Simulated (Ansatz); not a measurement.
# Be4Bi2O (built on the sites of a database entry of Ca4Bi2O): phonons and vibrational spectra, part 2 of 3

How does Be4Bi2O (built on the sites of a database entry of Ca4Bi2O) vibrate, and is this structure a minimum?

Ansatz 0.2.0; DFT PBEsol, scalar-relativistic, plane waves, PAW.

So far: Starting point; Coarse relaxation; Relaxation. The relaxed cell has a = 4.150, c = 11.969 Å (conventional setting).

The structure was built from a prototype and need not be the compound's stable phase.

## Step 4: Tight relaxation

Phonons need a cell at rest on their own settings, so the relaxation is repeated with tight tolerances on forces and stress on the k mesh and occupations of the first response run.

The input, input.yaml:

```yaml
crystal:
  lattice:
    - [-2.0751126473, 2.0751126473, 5.9843400335]
    - [2.0751126473, -2.0751126473, 5.9843400335]
    - [2.0751126473, 2.0751126473, -5.9843400335]
  atoms:
    - { symbol: Be, position: [0.3699224741, 0.3699224741, 0.0] }
    - { symbol: Be, position: [0.5, 0.0, 0.5] }
    - { symbol: Be, position: [0.6300775259, 0.6300775259, 0.0] }
    - { symbol: Be, position: [0.0, 0.5, 0.5] }
    - { symbol: Bi, position: [0.1523759848, 0.1523759848, 0.0] }
    - { symbol: Bi, position: [0.8476240152, 0.8476240152, 0.0] }
    - { symbol: O, position: [0.5, 0.5, 0.0] }
kpoints:
  mp_grid: { grid: [12, 12, 12] }
hamiltonian:
  xc: pbesol
scf:
  occupations: { method: methfessel_paxton, width: 0.2 }
output:
  forces: true
  stress: true
  eigenvalues: true
  write_density: true
  write_potential: true
  elf: true
  volumetric_format: npy
relax:
  adjacent_minimum: "off"
  f_tol: 0.001
  max_steps: 60
  cell: { stress_tol: 0.01 }
```

Command:

```console
ansatz run input.yaml --threads 8 --pin off --max-ram 14336MiB --backend cpu --events-out ev --progress --plain --runs-dir out
```

Numbers of over 12 decimals in the logs are rounded to 6 here.

The program printed:

```text
[...]
Crystal: 7 atoms, lattice volume = 103.076 Å³
Basis set: ecut = 420 eV, 2007 PW (Γ), exchange–correlation on 90×90×90 points (8 copies of the dense FFT grid, shifted against one another)
Bands: 29, of which v1, the nominal top of the filled ones, is band 22 counted from 1 (21 counted from 0)
Symmetry: 16 space group operations
[...]
k-points: 163 of 1728
[...]
- [-2.075750, 2.075750, 5.982686]
    - [2.075750, -2.075750, 5.982686]
    - [2.075750, 2.075750, -5.982686]
  atoms:
    - { symbol: Be, position: [0.369922, 0.369922, 0] }
    - { symbol: Be, position: [0.500000, 0, 0.500000] }
    - { symbol: Be, position: [0.630078, 0.630078, 0] }
    - { symbol: Be, position: [0, 0.500000, 0.500000] }
    - { symbol: Bi, position: [0.152352, 0.152352, 0] }
    - { symbol: Bi, position: [0.847648, 0.847648, 0] }
    - { symbol: O, position: [0.500000, 0.500000, 0] }
[key lines of the parts left out:]
SCF converged after 6 iterations
Free energy (F): -25404.230671 eV
Fermi energy:    10.861434 eV
P = ⅓ Tr σ = 0.0004 GPa (0.004 kbar)
```

It took 18 s on 8 threads of AMD EPYC 7R43, shared host; peak memory 0.88 GiB; 2.3 min of CPU time.

Little changed from the start: no atom moved by 0.005 Å and no cell edge by 0.1 %.

This step gave:

```
pressure : 4.48e-4 GPa
```

ELF in the ac plane of the conventional cell at fractional y = 0.500, with atoms of Be and Bi and O within 0.2 Å of it. It is the smooth field of the valence electrons, not physical close to the nuclei.

Ten even steps from '_' (0.01) to '@' (0.80), each cell a mean:
```
__..::==##@@@@%%@@%%++--..__
++==--::--**%%%%##++----==++
++====--::........::----====
::::----==::..__..--==--::::
__....--++########**==::..__
____..--++########**==::____
____::==++++++==++++++--..__
..::==++++--....::==++==--..
--==++++==::..::..==++++++--
++**##**++==----====++******
==++####++========++**####==
__..==**==--::::::--++++::__
__::++**++----::--==++**==..
++**####++========++**####**
++++**++++==::::--==++****++
::--==++++::..::..==++++==::
__..--++++==::::--++++==::..
____::==++++++++++++++--..__
____..--++##%%%%%%**==::____
....::--++++++++++++==::....
----------..______::--------
++++==--::::----::::::--==++
--------++%%@@@@@@**--::----
____::==%%@@##**@@@@**--..__
```
Columns run along a (4.2 Å), rows up along c (12.0 Å), edges of the conventional cell, whose origin can differ from the input's. Atoms in or near the plane, at fractional coordinates: Be at (0.50, 0.87), Be at (0.00, 0.00), Be at (0.50, 0.13), Be at (0.00, 0.50), Bi at (0.50, 0.65), Bi at (0.50, 0.35), O at (0.50, 0.00).

Valence density in the ac plane of the conventional cell at fractional y = 0.500, with atoms of Be and Bi and O within 0.2 Å of it. It is the smooth field of the valence electrons, not physical close to the nuclei.

Values in e/Å³, 24 rows by 14 columns, each cell a mean:
```
0.1 0.1 0.2 0.3 0.6 1.9 4.3 5.1 3.1 1.1 0.4 0.2 0.2 0.1
0.2 0.2 0.2 0.2 0.3 0.5 0.9 1.0 0.7 0.4 0.2 0.2 0.2 0.2
0.1 0.1 0.1 0.1 0.2 0.2 0.2 0.2 0.2 0.2 0.1 0.1 0.1 0.1
0.1 0.1 0.1 0.1 0.1 0.2 0.1 0.1 0.2 0.2 0.1 0.1 0.1 0.1
0.1 0.1 0.1 0.1 0.1 0.2 0.2 0.3 0.2 0.2 0.1 0.1 0.1 0.1
0.0 0.0 0.1 0.1 0.2 0.3 0.4 0.4 0.3 0.2 0.1 0.1 0.1 0.0
0.0 0.1 0.1 0.2 0.4 0.9 1.5 1.7 1.2 0.6 0.3 0.1 0.1 0.0
0.1 0.1 0.2 0.4 1.2 3.4 5.6 6.1 4.7 2.3 0.7 0.3 0.1 0.1
0.1 0.1 0.2 0.5 1.5 4.1 6.6 7.3 5.6 2.8 0.9 0.3 0.2 0.1
0.2 0.2 0.2 0.3 0.7 1.5 2.8 3.1 2.2 1.1 0.5 0.3 0.2 0.2
0.2 0.2 0.2 0.2 0.3 0.3 0.4 0.4 0.4 0.3 0.2 0.2 0.2 0.2
0.1 0.1 0.2 0.2 0.2 0.2 0.1 0.1 0.2 0.2 0.2 0.2 0.2 0.1
0.1 0.2 0.2 0.2 0.2 0.2 0.2 0.2 0.2 0.2 0.2 0.2 0.2 0.1
0.2 0.2 0.2 0.3 0.3 0.5 0.8 0.9 0.6 0.4 0.3 0.2 0.2 0.2
0.1 0.2 0.2 0.4 0.9 2.5 4.3 4.8 3.5 1.6 0.6 0.3 0.2 0.1
0.1 0.1 0.2 0.5 1.6 4.4 6.9 7.6 5.9 3.0 0.9 0.3 0.2 0.1
0.1 0.1 0.1 0.3 0.9 2.4 4.2 4.6 3.4 1.6 0.6 0.2 0.1 0.1
0.0 0.1 0.1 0.2 0.3 0.5 0.8 0.9 0.7 0.4 0.2 0.1 0.1 0.0
0.0 0.0 0.1 0.1 0.2 0.2 0.3 0.3 0.3 0.2 0.1 0.1 0.1 0.0
0.1 0.1 0.1 0.1 0.1 0.2 0.2 0.2 0.2 0.2 0.1 0.1 0.1 0.1
0.1 0.1 0.1 0.1 0.1 0.2 0.1 0.1 0.1 0.2 0.1 0.1 0.1 0.1
0.2 0.1 0.1 0.1 0.2 0.2 0.3 0.3 0.3 0.2 0.2 0.1 0.1 0.2
0.2 0.2 0.2 0.2 0.3 0.8 1.6 1.9 1.2 0.5 0.3 0.2 0.2 0.2
0.1 0.1 0.2 0.3 0.7 2.4 5.6 6.6 4.1 1.4 0.4 0.2 0.2 0.1
```
Columns run along a (4.2 Å), rows up along c (12.0 Å), edges of the conventional cell, whose origin can differ from the input's. Atoms in or near the plane, at fractional coordinates: Be at (0.50, 0.87), Be at (0.00, 0.00), Be at (0.50, 0.13), Be at (0.00, 0.50), Bi at (0.50, 0.65), Bi at (0.50, 0.35), O at (0.50, 0.00).

Electrostatic potential energy in the ac plane of the conventional cell at fractional y = 0.500, with atoms of Be and Bi and O within 0.2 Å of it. With pseudopotentials it is smooth inside the atoms' cores, unlike the true potential.

Values in eV, 24 rows by 14 columns, each cell a mean:
```
-32 -20  -2   7   7 -11 -31 -36 -23   0   8   4 -10 -27
  2   5   8   9   8   4  -5  -9  -1   6   9   9   7   3
 12  12  11   9   3 -13 -32 -38 -24  -4   7  10  12  12
 13  13  12  10   4 -12 -30 -35 -22  -3   7  11  13  13
 13  13  13  12  10   6   1  -1   3   8  11  12  13  13
 13  13  13  12  11   8   7   6   7   9  11  13  13  13
 13  13  12   9   3  -8 -20 -24 -15  -2   6  11  13  13
 13  13  10   3 -16 -52 -71 -74 -66 -35  -5   7  11  13
 13  12   9   1 -22 -62 -74 -74 -73 -44  -9   6  11  13
 10  10  10   6  -3 -23 -43 -48 -35 -13   2   8  10  10
 -7  -1   5   8   8   6   3   2   4   7   9   7   3  -5
-41 -27  -5   7  10  11  11  11  11  11   9   3 -15 -35
-32 -20  -2   7  10  10  10  10  10  10   9   4 -10 -27
  2   5   8   8   6   0  -6  -8  -4   3   7   8   7   3
 12  11  10   5 -10 -39 -62 -65 -53 -24  -2   8  11  11
 13  12   9   1 -24 -65 -74 -74 -74 -47 -10   6  11  13
 13  13  11   5  -9 -37 -60 -65 -52 -23  -1   8  12  13
 13  13  12  10   7   1  -5  -7  -3   4   9  11  13  13
 13  13  13  12  11   9   7   7   8  10  12  13  13  13
 13  13  13  11   8   1  -8 -11  -4   5  10  12  13  13
 13  13  12   9   3 -16 -36 -42 -28  -6   7  11  12  13
 10  10  11   9   5  -7 -22 -27 -16   0   8  10  11  10
 -7  -2   5   9   9   3  -9 -13  -3   7   9   7   3  -5
-41 -27  -6   6   6 -18 -38 -44 -30  -5   8   2 -15 -35
```
Columns run along a (4.2 Å; values clipped at the 3rd and 97th percentile), rows up along c (12.0 Å), edges of the conventional cell, whose origin can differ from the input's. Atoms in or near the plane, at fractional coordinates: Be at (0.50, 0.87), Be at (0.00, 0.00), Be at (0.50, 0.13), Be at (0.00, 0.50), Bi at (0.50, 0.65), Bi at (0.50, 0.35), O at (0.50, 0.00).

The largest force component left is 0.22 meV/Å and the pressure is 0.000 GPa, within the tolerances set. The cell now holds 14.73 Å³/atom.

## Step 5: Linear response at the zone centre

The zone centre comes first: it holds the modes that light can see, as far as symmetry allows. No field response is asked, since the mesh shows no gap.

The input, input.yaml:

```yaml
crystal:
  lattice:
    - [-2.0757496891, 2.0757496891, 5.9826857501]
    - [2.0757496891, -2.0757496891, 5.9826857501]
    - [2.0757496891, 2.0757496891, -5.9826857501]
  atoms:
    - { symbol: Be, position: [0.3699222426, 0.3699222426, 0.0] }
    - { symbol: Be, position: [0.5, 0.0, 0.5] }
    - { symbol: Be, position: [0.6300777574, 0.6300777574, 0.0] }
    - { symbol: Be, position: [0.0, 0.5, 0.5] }
    - { symbol: Bi, position: [0.1523523208, 0.1523523208, 0.0] }
    - { symbol: Bi, position: [0.8476476792, 0.8476476792, 0.0] }
    - { symbol: O, position: [0.5, 0.5, 0.0] }
kpoints:
  mp_grid: { grid: [12, 12, 12] }
hamiltonian:
  xc: pbesol
scf:
  occupations: { method: methfessel_paxton, width: 0.2 }
output:
  eigenvalues: true
phonons:
  method: dfpt
```

The program printed:

```text
zone centre: on kpoints.mp_grid the ground state, and the responses unless they are solved on pairs of k-points, stand on 280 of the mesh's 1728 k-points, reduced under 4 symmetry operations, with k and −k counted as one. Each operation leaves every solved displacement unchanged or reverses it
[...]
Crystal: 7 atoms, lattice volume = 103.111 Å³
Basis set: ecut = 420 eV, 2007 PW (Γ), exchange–correlation on 90×90×90 points (8 copies of the dense FFT grid, shifted against one another)
Bands: 29, of which v1, the nominal top of the filled ones, is band 22 counted from 1 (21 counted from 0)
Symmetry: 16 space group operations
k-points: 280 of 1728 (irreducible under 4 space group operations, time reversal used)
[...]
SCF iter   1: F=—  HF=-25404.267291 eV  |F-HF|=—  |Δ(HF+E_count)|=         —  Δρ=9.23e-3  dr2=1.18e-1  ethr=1.77e-3  ⟨swp⟩=7.1  Hψ=42069  notcnv=0
[...]
SCF iter  11: F=-25404.230671 eV  HF=-25404.230671 eV  |F-HF|=3.64e-12  |Δ(HF+E_count)|=  1.82e-11  S|Δr|=    0.00e0  Δρ=7.29e-8  dr2=3.91e-12  ethr=1.00e-12  ⟨swp⟩=11.1  Hψ=46296  notcnv=0
SCF 1 converged in 11 iterations: F = -25404.230671 eV  dr2 = 3.91e-12
[...]
DFPT response loops at Γ: preconditioner auto → Kerker (q_TF=auto, 2.367 Å⁻¹) (partly filled bands, converged f_vac=0.000); β = 1.00, the filter's whole step (`scf.mixing.beta` (0.50) is not read by the response loops under this deck's `scf.mixing.preconditioner`; to damp them name `kerker` or `kerker_dos`, under which they read `scf.mixing.beta`, and type it under 1.00, their step now; both keys bind the ground state too); Broyden in place of MSR1
SCF converged after 11 iterations
[...]
Free energy (F): -25404.230671 eV
[...]
Internal energy: -25404.230905 eV  (E = F + TS)
E sigma→0 (E₀):  -25404.230730 eV
Entropy (-TS):   0.000233 eV (0.033 meV/atom)
Fermi energy:    10.861434 eV
[...]
--- Band table (eV; the first three rows and the last of 280) ---
  k-point 0: bands = [... 18 lower, 8.3535, 8.4655, 9.8904, 9.8904, 10.7094, 11.5479, 11.8790, 14.5929, ... 3 higher]
  k-point 1: bands = [... 18 lower, 7.9318, 8.9988, 9.4571, 9.4575, 11.3560, 12.3556, 12.4397, 14.1623, ... 3 higher]
  k-point 2: bands = [... 18 lower, 7.1225, 7.7609, 8.9679, 10.7570, 12.4620, 12.7760, 13.5358, 13.6632, ... 3 higher]
  k-point 279: bands = [... 18 lower, 8.5651, 8.5651, 10.2584, 10.2584, 10.5139, 10.6533, 12.4064, 12.9351, ... 3 higher]
--- Phonons (Γ-DFPT): 9 representative perturbations + reference, on 280 of 1728 k-points (Σ response iterations 29) ---
  k mesh reduced under 4 symmetry operations, with k and −k counted as one. Each operation leaves every solved displacement unchanged or reverses it
  ASR residual: 1.178e-4 → 0.000e0 eV/Å²; symmetrization residual: 2.997e-6 eV/Å²
  ASR residual per site (eV/Å²): 1.64e-5 5.43e-5 1.64e-5 5.43e-5 2.67e-5 2.67e-5 1.18e-4
  Γ frequencies (cm⁻¹): -441.99 -441.99 -225.16 -225.16 -208.36 -208.36 0.00 0.00 0.00 80.62 80.62 122.32 150.96 150.96 238.60 260.84 263.45 263.45 372.60 695.38 934.87
  non-analytic LO–TO correction: not included (Born effective charges unavailable; polar crystals: no LO–TO splitting at Γ)
```

Elapsed: 2.1 min, on 8 threads; peak memory 3.4 GiB; 15 min of CPU time.

Numbers from this step:

* sum-rule residual before enforcement: 1.18e-4 eV/Å²
* point group: 4/mmm
* highest optical mode at the zone centre (no LO-TO term): 934.9 cm⁻¹
* lowest optical zone-centre mode: -442.0 cm⁻¹

Patterns of degenerate modes are one choice out of their space. The modes at Γ (shares of kinetic energy by element, %) (negative means imaginary):

```csv
mode,frequency (cm⁻¹),symmetry,Be %,Bi %,O %
1,-442.0,Eu,59,0,41
2,-442.0,Eu,59,0,41
3,-225.2,Eu,99,1,0
4,-225.2,Eu,99,1,0
5,-208.4,Eg,100,0,0
6,-208.4,Eg,100,0,0
7,0.0,acoustic,8,89,3
8,0.0,acoustic,8,89,3
9,0.0,acoustic,8,89,3
10,80.6,Eg,0,100,0
11,80.6,Eg,0,100,0
12,122.3,A1g,0,100,0
13,151.0,Eu,41,6,54
14,151.0,Eu,41,6,54
15,238.6,B2u,100,0,0
16,260.8,A2u,51,11,38
17,263.4,Eu,94,4,2
18,263.4,Eu,94,4,2
19,372.6,A2u,92,1,7
20,695.4,A1g,100,0,0
21,934.9,A2u,49,0,51
```

Displacements in mode 1 (-442.0 cm⁻¹), the largest set to 1:
```
Be1  0.00  0.27  0.00
Be2  0.01  0.05  0.00
Be3  0.00  0.27  0.00
Be4  0.00  1.00  0.00
Bi5  0.00 -0.01  0.00
Bi6  0.00 -0.01  0.00
O7  -0.01 -0.67  0.00
```

Displacements in mode 19 (372.6 cm⁻¹), the largest set to 1:
```
Be1  0.00  0.00 -0.34
Be2  0.00  0.00  1.00
Be3  0.00  0.00 -0.34
Be4  0.00  0.00  1.00
Bi5  0.00  0.00 -0.02
Bi6  0.00  0.00 -0.02
O7   0.00  0.00 -0.32
```

Before it was imposed, the acoustic sum rule was missed by 1.2e-4 eV/Å². Small misses are needed for a sound result but don't prove that mesh and cutoff are converged. The lowest optical mode is imaginary, 442.0i cm⁻¹, so the energy falls along it.

[end of part 2 of 3]

[Logs are printed without paths, hosts, clocks, repeated set-up lines and the standing remarks that a program may print on its own settings, such as how far it seeks lower states.]

[Hosts, paths, dates, database ids (printed as entryN), source tags and the programs' standing remarks are cut or masked in the printed files.]
